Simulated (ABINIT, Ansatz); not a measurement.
**Al2O3 (Corundum): changed settings of a GW run in ABINIT**

Aim: change inputs of a GW run on Al2O3 (Corundum) and see what moves.

Calculated with ABINIT 10.8.3; PBE and many-body steps on it, plane waves.

### 1. The structure

It takes space group R-3c (No. 167, trigonal). Conventional cell: a = 4.760 Å, b = 4.760 Å, c = 12.996 Å, α = 90.00°, β = 90.00°, γ = 120.00°. Nearest to Al lie 6 O at 1.85 to 1.97 Å. O has 4 Al at 1.85 to 1.97 Å nearest. Farther neighbours and most contacts between anions are not listed.

The cell and positions come from the Crystallography Open Database and are kept as given unless a step says otherwise.

### 2. Screening, 2×2×2 mesh, 80 bands, screening to 114.3 eV

This step: ABINIT 10.8.3; RPA screening on PBE, plane waves, norm-conserving pseudopotentials.

The RPA dielectric matrix is built and inverted for each q.

run.abi reads:

```
acell 3*1.0 Angstrom
rprim 
  2.380249999995 1.374237978213 4.331866666707
  -2.380249999995 1.374237978213 4.331866666707
  -0.000000000000 -2.748475956495 4.331866666685
ntypat 2
znucl 13 8
natom 10
typat 1 1 1 1 2 2 2 2 2 2
xred 
  0.352160000000 0.352160000000 0.352160000000
  0.147840000000 0.147840000000 0.147840000000
  0.647840000000 0.647840000000 0.647840000000
  0.852160000000 0.852160000000 0.852160000000
  0.556680000000 0.943320000000 0.250000000000
  0.250000000000 0.556680000000 0.943320000000
  0.943320000000 0.250000000000 0.556680000000
  0.443320000000 0.056680000000 0.750000000000
  0.750000000000 0.443320000000 0.056680000000
  0.056680000000 0.750000000000 0.443320000000
pp_dirpath "pseudos"
pseudos "Al.upf, O.upf"
ecut 36
ngkpt 2 2 2
nshiftk 1
shiftk 0 0 0
kptopt 1
chksymbreak 0
istwfk *1
occopt 1
irdwfk 1
optdriver 3
nband 80
ecuteps 4.2
inclvkb 2
awtr 1
symchi 1
indata_prefix "in"
outdata_prefix "out"
tmpdata_prefix "tmp"
```

Run with:

```bash
$ OMP_NUM_THREADS=1 mpirun -n 4 abinit run.abi > log
```

Output:

```text
.Version 10.8.3 of ABINIT. v10.8.2 released Aug 2026.

 Symmetries : space group R-3 c (#167); Bravais hR (rhombohedral)
[... echo of the input left out ...]
== DATASET  1 ==================================================================
-   mpi_nproc: 4, omp_nthreads: 1 (-1 if OMP is not activated)

--- !DatasetInfo
iteration_state: {dtset: 1, }
dimensions: {natom: 10, nkpt: 4, mband: 80, nsppol: 1, nspinor: 1, nspden: 1, mpw: 5936, }
cutoff_energies: {ecut:  36.0, pawecutdg:  -1.0, }
electrons: {nelect:   4.80000000E+01, charge:   0.00000000E+00, occopt:   1.00000000E+00, tsmear:   1.00000000E-02, }

 SCREENING: Calculation of the susceptibility and dielectric matrices

 Based on a program developped by R.W. Godby, V. Olevano, G. Onida, and L. Reining.
 Incorporated in ABINIT by V. Olevano, G.-M. Rignanese, and M. Torrent.
.Using double precision arithmetic ; gwpc =  8

[... cell and pseudopotentials left out ...]
--------------------------------------------------------------------------------

 ==== K-mesh for the wavefunctions ====
 Number of points in the irreducible wedge :     4
[... list of points left out ...]
 Together with 12 symmetry operations and time-reversal symmetry
 yields     8 points in the full Brillouin Zone.

 ==== Q-mesh for the screening function ====
 Number of points in the irreducible wedge :     4
[... list of points left out ...]
 Together with 12 symmetry operations and time-reversal symmetry
 yields     8 points in the full Brillouin Zone.

 setmesh: FFT mesh size selected  =    36x   36x   36
          total number of points  =        46656

 vcoul_init : cutoff-mode = AUXILIARY_FUNCTION
 q-points for optical limit:   1
     1)      0.000010    0.000020    0.000030

- screening: taking advantage of time-reversal symmetry
- Maximum band index for partially occupied states nbvw = 24
- Remaining bands to be divided among processors   nbcw = 56
- Number of bands treated by each node ~14

 Number of electrons calculated from density =   48.0000; Expected =   48.0000
 average of density, n =  0.083663
 r_s =    1.4184
 omega_plasma =   27.9012 [eV]

 calculating chi0 at frequencies [eV] :
  1    0.000000E+00    0.000000E+00
  2    0.000000E+00    2.790117E+01

--------------------------------------------------------------------------------
  q-point number  1        q = ( 0.000000, 0.000000, 0.000000) [r.l.u.]
--------------------------------------------------------------------------------
[... chi0 elements left out ...]
 For q-point:  0.000010 0.000020 0.000030
  dielectric constant =   3.0977
  dielectric constant without local fields =   3.2860

  Average fulfillment of the sum rule on Im[epsilon] for q-point    1 :     38.70  [%]
[... wings left out ...]
  q-point number  2        q = ( 0.500000, 0.000000, 0.000000) [r.l.u.]
--------------------------------------------------------------------------------
[... chi0 elements left out ...]
  Average fulfillment of the sum rule on Im[epsilon] for q-point    2 :     47.20  [%]

 [... 2 further q-points ...]
```

The job ended after 15 s (4 MPI ranks of Arm Neoverse V2, shared host; peak memory 0.9 GiB; 58 s of CPU time).

This step gave:

- ε∞ with local fields, on this mesh, along the program's q direction: 3.098
- the same without local fields: 3.286
- plasma frequency: 27.90 eV
- plane waves in the screening matrix: 235

Local fields lower ε∞ by 6 %. On a Γ-centred mesh this coarse the value itself is usually too large, while a short band sum pulls it down.

### 3. Base

The self-energy is evaluated for the states that the input lists, and the levels follow from it, in one-shot runs by the linearised quasiparticle equation.

This step: G0W0 on PBE, plane waves, norm-conserving pseudopotentials.

Edit run.abi of step 2 so:

```diff
@@ -31,8 +31,15 @@
 irdwfk 1
-optdriver 3
+optdriver 4
 nband 80
+gwcalctyp 0
+ecutsigx 36
+symsigma 1
+nkptgw 1
+kptgw 
+  0.0000000000 0.0000000000 0.0000000000
+bdgw 
+  22 26
 ecuteps 4.2
-inclvkb 2
-awtr 1
-symchi 1
+irdscr 1
+ppmodel 1
 indata_prefix "in"
```

Output:

```text
.Version 10.8.3 of ABINIT. v10.8.2 released Aug 2026.

 Symmetries : space group R-3 c (#167); Bravais hR (rhombohedral)
[... echo of the input left out ...]
== DATASET  1 ==================================================================
-   mpi_nproc: 4, omp_nthreads: 1 (-1 if OMP is not activated)

--- !DatasetInfo
iteration_state: {dtset: 1, }
dimensions: {natom: 10, nkpt: 4, mband: 80, nsppol: 1, nspinor: 1, nspden: 1, mpw: 5936, }
cutoff_energies: {ecut:  36.0, pawecutdg:  -1.0, }
electrons: {nelect:   4.80000000E+01, charge:   0.00000000E+00, occopt:   1.00000000E+00, tsmear:   1.00000000E-02, }

 SIGMA: Calculation of the GW corrections

 Based on a program developped by R.W. Godby, V. Olevano, G. Onida, and L. Reining.
 Incorporated in ABINIT by V. Olevano, G.-M. Rignanese, and M. Torrent.
.Using double precision arithmetic ; gwpc =  8

[... cell and pseudopotentials left out ...]
--------------------------------------------------------------------------------

 ==== K-mesh for the wavefunctions ====
 Number of points in the irreducible wedge :     4
[... list of points left out ...]
 Together with 12 symmetry operations and time-reversal symmetry
 yields     8 points in the full Brillouin Zone.

 ==== Q-mesh for screening function ====
 Number of points in the irreducible wedge :     4
[... list of points left out ...]
 Together with 12 symmetry operations and time-reversal symmetry
 yields     8 points in the full Brillouin Zone.

 vcoul_init : cutoff-mode = AUXILIARY_FUNCTION
 q-points for optical limit:   1
     1)      0.000010    0.000020    0.000030
 setmesh: FFT mesh size selected  =    54x   54x   54
          total number of points  =       157464

 Number of electrons calculated from density =   48.0000; Expected =   48.0000
 average of density, n =  0.083663
 r_s =    1.4184
 omega_plasma =   27.9012 [eV]

 === KS Band Gaps ===
  >>>> For spin  1
   Minimum direct gap =   6.2663 [eV], located at k-point      :   0.0000  0.0000  0.0000
   Fundamental gap    =   6.2663 [eV], Top of valence bands at :   0.0000  0.0000  0.0000
                                       Bottom of conduction at :   0.0000  0.0000  0.0000
 SIGMA fundamental parameters:
 PLASMON POLE MODEL  1
 number of plane-waves for SigmaX                 5879
 number of plane-waves for SigmaC and W            235
 number of plane-waves for wavefunctions          5879
 number of bands                                    80
 number of independent spin polarizations            1
 number of spinorial components                      1
 number of k-points in IBZ                           4
 number of q-points in IBZ                           4
 number of symmetry operations                      12
 number of k-points in BZ                            8
 number of q-points in BZ                            8
 number of frequencies for dSigma/dE                 9
 frequency step for dSigma/dE [eV]                0.25
 number of omega for Sigma on real axis              0
 max omega for Sigma on real axis  [eV]           0.00
 zcut for avoiding poles [eV]                     0.10

 EPSILON^-1 parameters (SCR file):
 dimension of the eps^-1 matrix on file            235
 dimension of the eps^-1 matrix used               235
 number of plane-waves for wavefunctions          5879
 number of bands                                    80
 number of q-points in IBZ                           4
 number of frequencies                               2
 number of real frequencies                          1
 number of imag frequencies                          1

 matrix elements of self-energy operator (all in [eV])

 Perturbative Calculation

--- !SelfEnergy_ee
iteration_state: {dtset: 1, }
kpoint     : [   0.000,    0.000,    0.000, ]
spin       : 1
KS_gap     :    6.266
QP_gap     :    8.378
Delta_QP_KS:    2.112
data: !SigmaeeData |
     Band     E0 <VxcDFT>   SigX SigC(E0)      Z dSigC/dE  Sig(E)    E-E0       E
       22   5.137 -20.469 -25.362   4.494   0.824  -0.213 -20.797  -0.328   4.809
       23   5.137 -20.469 -25.362   4.494   0.824  -0.213 -20.797  -0.328   4.809
       24   5.182 -20.399 -25.232   4.459   0.825  -0.212 -20.708  -0.308   4.873
       25  11.448 -13.775  -8.656  -3.024   0.861  -0.161 -11.971   1.804  13.252
       26  14.369 -11.418  -5.974  -3.325   0.869  -0.151  -9.577   1.841  16.210

== END DATASET(S) ==============================================================
================================================================================

 -outvars: echo values of variables after computation  --------
           etotal      0.0000000000E+00
            nband          80
             nkpt           4
          spgroup         167
 [... the other variables as echoed above ...]

 Calculation completed.
```

Wall time 3.3 s (4 MPI ranks); peak memory 0.66 GiB; 13 s of CPU time.

This step gave:

* G0W0 gap on the points computed: 8.379 eV
* starting gap on the mesh: 6.266 eV
* k of the valence top: 0, 0, 0
* k of the conduction bottom: 0, 0, 0
* Z at the valence top: 0.825
* Z at the conduction bottom: 0.861
* least direct G0W0 gap on the computed points: 8.379 eV

The gap on the mesh goes from 6.27 eV to 8.38 eV, a correction of +2.11 eV.

### 4. Scissors in G

Edit run.abi of step 3 so:

```diff
@@ -44,2 +44,3 @@
 ppmodel 1
+mbpt_sciss 1.0 eV
 indata_prefix "in"
```

Output:

```text
.Version 10.8.3 of ABINIT. v10.8.2 released Aug 2026.

 Symmetries : space group R-3 c (#167); Bravais hR (rhombohedral)
[... echo of the input left out ...]
== DATASET  1 ==================================================================
-   mpi_nproc: 4, omp_nthreads: 1 (-1 if OMP is not activated)

--- !DatasetInfo
iteration_state: {dtset: 1, }
dimensions: {natom: 10, nkpt: 4, mband: 80, nsppol: 1, nspinor: 1, nspden: 1, mpw: 5936, }
cutoff_energies: {ecut:  36.0, pawecutdg:  -1.0, }
electrons: {nelect:   4.80000000E+01, charge:   0.00000000E+00, occopt:   1.00000000E+00, tsmear:   1.00000000E-02, }

 SIGMA: Calculation of the GW corrections

 Based on a program developped by R.W. Godby, V. Olevano, G. Onida, and L. Reining.
 Incorporated in ABINIT by V. Olevano, G.-M. Rignanese, and M. Torrent.
.Using double precision arithmetic ; gwpc =  8

[... cell and pseudopotentials left out ...]
--------------------------------------------------------------------------------

 ==== K-mesh for the wavefunctions ====
 Number of points in the irreducible wedge :     4
[... list of points left out ...]
 Together with 12 symmetry operations and time-reversal symmetry
 yields     8 points in the full Brillouin Zone.

 ==== Q-mesh for screening function ====
 Number of points in the irreducible wedge :     4
[... list of points left out ...]
 Together with 12 symmetry operations and time-reversal symmetry
 yields     8 points in the full Brillouin Zone.

 vcoul_init : cutoff-mode = AUXILIARY_FUNCTION
 q-points for optical limit:   1
     1)      0.000010    0.000020    0.000030
 setmesh: FFT mesh size selected  =    54x   54x   54
          total number of points  =       157464

 Number of electrons calculated from density =   48.0000; Expected =   48.0000
[...]
number of symmetry operations                      12
 number of k-points in BZ                            8
 number of q-points in BZ                            8
 number of frequencies for dSigma/dE                 9
 frequency step for dSigma/dE [eV]                0.25
 number of omega for Sigma on real axis              0
 max omega for Sigma on real axis  [eV]           0.00
 zcut for avoiding poles [eV]                     0.10
 scissor energy [eV]                              1.00

 EPSILON^-1 parameters (SCR file):
 dimension of the eps^-1 matrix on file            235
 dimension of the eps^-1 matrix used               235
 number of plane-waves for wavefunctions          5879
 number of bands                                    80
 number of q-points in IBZ                           4
 number of frequencies                               2
 number of real frequencies                          1
 number of imag frequencies                          1

 matrix elements of self-energy operator (all in [eV])

 Perturbative Calculation

--- !SelfEnergy_ee
iteration_state: {dtset: 1, }
kpoint     : [   0.000,    0.000,    0.000, ]
spin       : 1
KS_gap     :    6.266
QP_gap     :    8.476
Delta_QP_KS:    2.210
data: !SigmaeeData |
     Band     E0 <VxcDFT>   SigX SigC(E0)      Z dSigC/dE  Sig(E)    E-E0       E
       22   5.137 -20.469 -25.362   4.519   0.825  -0.212 -20.777  -0.308   4.829
       23   5.137 -20.469 -25.362   4.519   0.825  -0.212 -20.777  -0.308   4.829
       24   5.182 -20.399 -25.232   4.484   0.826  -0.211 -20.688  -0.288   4.894
       25  11.448 -13.775  -8.656  -3.050   0.862  -0.160 -11.853   1.922  13.370
       26  14.369 -11.418  -5.974  -3.341   0.869  -0.151  -9.459   1.959  16.328

== END DATASET(S) ==============================================================
================================================================================

 -outvars: echo values of variables after computation  --------
           etotal      0.0000000000E+00
            nband          80
             nkpt           4
          spgroup         167
 [... the other variables as echoed above ...]

 Calculation completed.
```

It took 3.4 s on 4 MPI ranks; peak memory 0.66 GiB; 13 s of CPU time.

Numbers from this step:

| Property | Result |
| --- | --- |
| G0W0 gap on the points computed | 8.476 eV |
| starting gap on the mesh | 6.266 eV |
| k of the valence top | 0, 0, 0 |
| k of the conduction bottom | 0, 0, 0 |
| Z at the valence top | 0.826 |
| Z at the conduction bottom | 0.862 |
| least direct G0W0 gap on the computed points | 8.476 eV |

### 5. Exchange cutoff of one hartree

Edit run.abi of step 4 so:

```diff
@@ -34,3 +34,3 @@
 gwcalctyp 0
-ecutsigx 36
+ecutsigx 1
 symsigma 1
@@ -44,3 +44,2 @@
 ppmodel 1
-mbpt_sciss 1.0 eV
 indata_prefix "in"
```

Output:

```text
.Version 10.8.3 of ABINIT. v10.8.2 released Aug 2026.

 Symmetries : space group R-3 c (#167); Bravais hR (rhombohedral)
[... echo of the input left out ...]
== DATASET  1 ==================================================================
-   mpi_nproc: 4, omp_nthreads: 1 (-1 if OMP is not activated)

--- !DatasetInfo
iteration_state: {dtset: 1, }
dimensions: {natom: 10, nkpt: 4, mband: 80, nsppol: 1, nspinor: 1, nspden: 1, mpw: 5936, }
cutoff_energies: {ecut:  36.0, pawecutdg:  -1.0, }
electrons: {nelect:   4.80000000E+01, charge:   0.00000000E+00, occopt:   1.00000000E+00, tsmear:   1.00000000E-02, }

 SIGMA: Calculation of the GW corrections

 Based on a program developped by R.W. Godby, V. Olevano, G. Onida, and L. Reining.
 Incorporated in ABINIT by V. Olevano, G.-M. Rignanese, and M. Torrent.
.Using double precision arithmetic ; gwpc =  8

[... cell and pseudopotentials left out ...]
--------------------------------------------------------------------------------

 ==== K-mesh for the wavefunctions ====
 Number of points in the irreducible wedge :     4
[... list of points left out ...]
 Together with 12 symmetry operations and time-reversal symmetry
 yields     8 points in the full Brillouin Zone.

 ==== Q-mesh for screening function ====
 Number of points in the irreducible wedge :     4
[... list of points left out ...]
 Together with 12 symmetry operations and time-reversal symmetry
 yields     8 points in the full Brillouin Zone.

 vcoul_init : cutoff-mode = AUXILIARY_FUNCTION
 q-points for optical limit:   1
     1)      0.000010    0.000020    0.000030
 setmesh: FFT mesh size selected  =    32x   32x   32
          total number of points  =        32768

 Number of electrons calculated from density =   48.0000; Expected =   48.0000
[...]
number of q-points in IBZ                           4
 number of symmetry operations                      12
 number of k-points in BZ                            8
 number of q-points in BZ                            8
 number of frequencies for dSigma/dE                 9
 frequency step for dSigma/dE [eV]                0.25
 number of omega for Sigma on real axis              0
 max omega for Sigma on real axis  [eV]           0.00
 zcut for avoiding poles [eV]                     0.10

 EPSILON^-1 parameters (SCR file):
 dimension of the eps^-1 matrix on file            235
 dimension of the eps^-1 matrix used                27
 number of plane-waves for wavefunctions          5879
 number of bands                                    80
 number of q-points in IBZ                           4
 number of frequencies                               2
 number of real frequencies                          1
 number of imag frequencies                          1

 matrix elements of self-energy operator (all in [eV])

 Perturbative Calculation

--- !SelfEnergy_ee
iteration_state: {dtset: 1, }
kpoint     : [   0.000,    0.000,    0.000, ]
spin       : 1
KS_gap     :    6.266
QP_gap     :    6.047
Delta_QP_KS:   -0.220
data: !SigmaeeData |
     Band     E0 <VxcDFT>   SigX SigC(E0)      Z dSigC/dE  Sig(E)    E-E0       E
       22   5.137 -20.469 -16.158   3.381   0.871  -0.148 -13.772   6.697  11.834
       23   5.137 -20.469 -16.158   3.381   0.871  -0.148 -13.772   6.697  11.834
       24   5.182 -20.399 -16.065   3.360   0.871  -0.148 -13.698   6.702  11.883
       25  11.448 -13.775  -3.116  -3.289   0.880  -0.137  -7.293   6.482  17.930
       26  14.369 -11.418  -2.835  -3.374   0.880  -0.137  -6.837   4.581  18.950

== END DATASET(S) ==============================================================
================================================================================

 -outvars: echo values of variables after computation  --------
           etotal      0.0000000000E+00
            nband          80
             nkpt           4
          spgroup         167
 [... the other variables as echoed above ...]

 Calculation completed.
```

Wall time 2.2 s (4 MPI ranks); peak memory 0.16 GiB.

The run ended normally, though the input holds a fault or crude settings.

The fault put into this input: exchange cutoff of one hartree. It printed a gap of 6.05 eV, an artefact of the input.

### 6. Side by side

Times are wall times on 4 MPI ranks of Arm Neoverse V2, shared host, good to a factor of about two. A run's time includes the screening step that it read.

| run | mesh | bands | screening cutoff (eV) | DFT gap (eV) | gap on the mesh (eV) | direct (eV) | ε∞ used | time |
| --- | --- | --- | --- | --- | --- | --- | --- | --- |
| base | 2×2×2 | 80 | 114.3 | 6.266 | 8.379 | 8.379 | 3.10 | 18 s |
| scissors in G | 2×2×2 | 80 | 114.3 | 6.266 | 8.476 | 8.476 | 3.10 | 18 s |

### 7. What came out

```yaml
base: 8.379 eV
scissors_in_g: 8.476 eV
known_limits: not at the basis limit; coarse k mesh
```

**Reading.** Scissors in G: +0.097 eV against base (keys changed: mbpt_sciss). Bands and cutoff are finite, so the gap is not at the basis limit. The miss can reach some tenths of an eV and take either sign; the mesh is an error of its own. In the first G0W0 run levels were corrected at 1 k point alone, so a gap called «on the mesh» is the least over those, and an edge elsewhere would be missed. The 2×2×2 mesh is coarse for this cell, which bears on the long-range parts of exchange and screening.

[Paths, hosts, dates, memory and timing lines, banners, echoed tables and standing remarks are left out of the program output.]

[Logs are printed without paths, hosts, clocks, repeated set-up lines and the standing remarks that a program may print on its own settings, such as how far it seeks lower states.]

[Runs of the session that timed out or met a known fault of the program may be left out.]

[No measured gap is set beside runs whose start may be inverted or whose files or cutoffs have a known fault.]

[Hosts, paths, dates, database ids (printed as entryN), source tags and the programs' standing remarks are cut or masked in the printed files.]

[G0W0 gaps are taken among the corrected bands and points alone; a level outside them can change the order at an edge.]

[Where Ansatz stands beside ABINIT at settings called matched, ABINIT's density can come from a denser mesh and the files from another edition; pairs whose starting gaps differed by over 0.03 eV were left out, so agreement reads better than it is.]
